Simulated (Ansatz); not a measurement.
**How the smearing shapes the phonons of LuAs (Fm-3m)**

Does LuAs (Fm-3m) have a Kohn anomaly or a soft branch that a wide smearing hides?

Program: Ansatz 0.2.0. Level of theory: DFT PBEsol, scalar-relativistic, plane waves, PAW. Results are calculated unless marked as measured.

This is a report of a sequence of runs, with most program output left out.

### Step 1. Set-up

The structure is cubic, space group Fm-3m (No. 225). The conventional cell has a = 5.676 Å, b = 5.676 Å, c = 5.676 Å, α = 90.00°, β = 90.00°, γ = 90.00°. Lu has 6 As at 2.84 Å nearest. Nearest to As lie 6 Lu at 2.84 Å. Farther neighbours are not listed.

Coordinates:

```cif
data_structure
_symmetry_space_group_name_H-M 'Fm-3m'
_symmetry_Int_Tables_number 225
_cell_length_a 5.6764
_cell_length_b 5.6764
_cell_length_c 5.6764
_cell_angle_alpha 90.000
_cell_angle_beta 90.000
_cell_angle_gamma 90.000
_cell_volume 182.90
loop_
_atom_site_label
_atom_site_type_symbol
_atom_site_symmetry_multiplicity
_atom_site_Wyckoff_symbol
_atom_site_fract_x
_atom_site_fract_y
_atom_site_fract_z
_atom_site_occupancy
Lu1 Lu 4 b 0.50000 0.00000 0.00000 1
As1 As 4 a 0.00000 0.00000 0.00000 1
```

### Step 2. Relaxing cell and atoms

Lattice constant and positions set the bands and the force constants, so the cell is relaxed first.

Input file input.yaml:

```yaml
crystal:
  lattice:
    - [0.0, 2.838190747, 2.838190747]
    - [2.838190747, 0.0, 2.838190747]
    - [2.838190747, 2.838190747, 0.0]
  atoms:
    - { symbol: Lu, position: [0.5, 0.5, 0.5] }
    - { symbol: As, position: [0.0, 0.0, 0.0] }
kpoints:
  mp_grid: { grid: [10, 10, 10] }
hamiltonian:
  xc: pbesol
scf:
  occupations: { method: gaussian, width: 0.1 }
output:
  forces: true
  stress: true
  eigenvalues: true
relax:
  adjacent_minimum: "off"
  f_tol: 0.005
  max_steps: 80
  cell: { stress_tol: 0.05 }
```

Run with:

```bash
> ansatz run input.yaml --threads 4 --pin off --max-ram 8192MiB --backend cpu --events-out ev --progress --plain --runs-dir out
```

Run time: 6.4 s. Hardware: 4 threads of Arm Neoverse V1, shared host; peak memory 0.4 GiB; 23 s of CPU time.

The steps of the relaxation:

```csv
step,energy less that of the first step (eV),largest force component (eV/Å),pressure (GPa),volume (Å³)
1,0.0000,0.0000,-2.82,45.73
2,0.0034,0.0000,3.64,42.42
3,-0.0148,0.0000,-0.18,44.22
4,-0.0149,0.0000,0.00,44.13
5,-0.0145,0.0000,-0.01,44.13
```

The log counts 1 steps on a newly chosen plane-wave basis, not all of them marked here; energy and pressure can jump at such steps. Relaxation step 2 was tried and not accepted.

```csv
"conventional cell, symmetrised",before,after,change
a (Å),5.676,5.610,-1.2 %
b (Å),5.676,5.610,-1.2 %
c (Å),5.676,5.610,-1.2 %
volume (Å³/atom),22.86,22.07,-3.5 %
```

The relaxed structure:

```cif
data_structure
_symmetry_space_group_name_H-M 'P 1'
_symmetry_Int_Tables_number 1
_cell_length_a 3.9666
_cell_length_b 3.9666
_cell_length_c 3.9666
_cell_angle_alpha 60.000
_cell_angle_beta 60.000
_cell_angle_gamma 60.000
_cell_volume 44.13
loop_
_atom_site_label
_atom_site_type_symbol
_atom_site_fract_x
_atom_site_fract_y
_atom_site_fract_z
_atom_site_occupancy
Lu1 Lu 0.50000 0.50000 0.50000 1
As2 As 0.00000 0.00000 0.00000 1
```

Numbers from this step:

```yaml
pressure: -0.009342 GPa
volume_per_atom: 22.07 Å³
metallic_on_mesh: yes
gap_on_the_k_mesh: 0 eV
```

The largest force is now zero by symmetry and the largest stress component 0.0093 GPa, small enough for phonons.

### Step 3. Wavevectors along a line: Fermi–Dirac smearing of 0.1 eV

The smearing blurs the Fermi surface that screens the phonons; a Fermi–Dirac width is an electronic temperature.

Input file input.yaml:

```yaml
crystal:
  lattice:
    - [0.0, 2.8047991491, 2.8047991491]
    - [2.8047991491, 0.0, 2.8047991491]
    - [2.8047991491, 2.8047991491, 0.0]
  atoms:
    - { symbol: Lu, position: [0.5, 0.5, 0.5] }
    - { symbol: As, position: [0.0, 0.0, 0.0] }
kpoints:
  mp_grid: { grid: [16, 16, 16] }
hamiltonian:
  xc: pbesol
scf:
  occupations: { method: fermi_dirac, width: 0.1 }
output:
  eigenvalues: true
phonons:
  method: dfpt
  qpoints:
    - [0, 0, 0]
    - [0.0625, 0.0, 0.0625]
    - [0.1875, 0.0, 0.1875]
    - [0.3125, 0.0, 0.3125]
    - [0.4375, 0.0, 0.4375]
```

Wall time 10 min (4 threads); peak memory 3.2 GiB; 39 min of CPU time.

Each wavevector solved by linear response. Table of frequency by |q| along the line:

```csv
|q| along the line (Å⁻¹),mode 1 = mode 2 (cm⁻¹),mode 3 (cm⁻¹),mode 4 = mode 5 (cm⁻¹),mode 6 (cm⁻¹)
0.000,0,0,177,177
0.140,15.7,34.6,177,177
0.420,42.0,92.5,180,191
0.700,61.0,115,181,188
0.980,71.2,93.7,177,196
```

### Step 4. Phonons along a line: Fermi–Dirac smearing of 0.25 eV

Edit input.yaml of step 3 so:

```diff
@@ -13,3 +13,3 @@
 scf:
-  occupations: { method: fermi_dirac, width: 0.1 }
+  occupations: { method: fermi_dirac, width: 0.25 }
 output:
```

Wider smearing eases the sum over k-points of a metal but moves the result away from its zero-temperature value.

Run time: 11 min. Hardware: 4 threads; peak memory 3.3 GiB.

Each wavevector solved by linear response. Table of frequency by |q| along the line:

```csv
|q| along the line (Å⁻¹),mode 1 = mode 2 (cm⁻¹),mode 3 (cm⁻¹),mode 4 = mode 5 (cm⁻¹),mode 6 (cm⁻¹)
0.000,0,0,178,178
0.140,15.4,34.6,179,179
0.420,41.5,91.5,182,187
0.700,60.3,113,183,186
0.980,70.5,92.5,182,196
```

Against step 3 (now smearing width 0.25 eV), the free energy moves by -12.8 meV an atom.

### Step 5. Phonons along a line: Fermi–Dirac smearing of 0.04 eV

Edit input.yaml of step 4 so:

```diff
@@ -13,3 +13,3 @@
 scf:
-  occupations: { method: fermi_dirac, width: 0.25 }
+  occupations: { method: fermi_dirac, width: 0.04 }
 output:
```

Narrower smearing comes nearer the zero-temperature value but asks more of the mesh.

It took 10 min on 4 threads; peak memory 3.1 GiB.

Each wavevector solved by linear response. Frequency against |q| along the line:

```csv
|q| along the line (Å⁻¹),mode 1 = mode 2 (cm⁻¹),mode 3 (cm⁻¹),mode 4 (cm⁻¹),mode 5 (cm⁻¹),mode 6 (cm⁻¹)
0.000,0,0,177,177,177
0.140,15.6,34.7,176,176,176
0.420,42.1,92.7,180,180,191
0.700,61.0,115,181,181,188
0.980,71.3,93.9,175,175,197
```

Against step 3 (now smearing width 0.04 eV), the free energy moves by +1.8 meV an atom.

### Step 6. Smearing and the soft branch

The lowest frequency by |q| along the line:

```csv
|q| along the line (Å⁻¹),"fermi dirac 0.1 eV, k 16x16x16 (cm⁻¹)","fermi dirac 0.25 eV, k 16x16x16 (cm⁻¹)","fermi dirac 0.04 eV, k 16x16x16 (cm⁻¹)"
0.000,0,0,0
0.140,15.7,15.4,15.6
0.420,42.0,41.5,42.1
0.700,61.0,60.3,61.0
0.980,71.2,70.5,71.3
```

### Step 7. Outcome

| Quantity | Value |
| --- | --- |
| phonon run of the rows without a label of their own | PBEsol, k 16×16×16 |
| lowest branch at the last solved point, Fermi–Dirac 0.1 eV | 71.2 cm⁻¹ at \|q\| = 0.980 Å⁻¹ |
| lowest branch at the last solved point, Fermi–Dirac 0.25 eV | 70.5 cm⁻¹ at \|q\| = 0.980 Å⁻¹ |
| lowest branch at the last solved point, Fermi–Dirac 0.04 eV | 71.3 cm⁻¹ at \|q\| = 0.980 Å⁻¹ |

In words: No branch softens by more than 4 % of the top frequency as the smearing narrows, so no anomaly that hangs on the smearing shows at these points. The line holds 5 wavevectors, so a narrow dip between them would be missed. Between Fermi–Dirac 0.25 eV and Fermi–Dirac 0.04 eV the largest change, with modes counted by rank of frequency, is in mode 4 at |q| = 0.980 Å⁻¹, from 182 to 175 cm⁻¹. Where branches cross, a count by rank can hide a softening. At the narrowest width the k mesh may not resolve the Fermi surface, so part of the change can be mesh noise.

[Logs are printed without paths, hosts, clocks, repeated set-up lines and the standing remarks that a program may print on its own settings, such as how far it seeks lower states.]

[Hosts, paths, dates, database ids (printed as entryN), source tags and the programs' standing remarks are cut or masked in the printed files.]
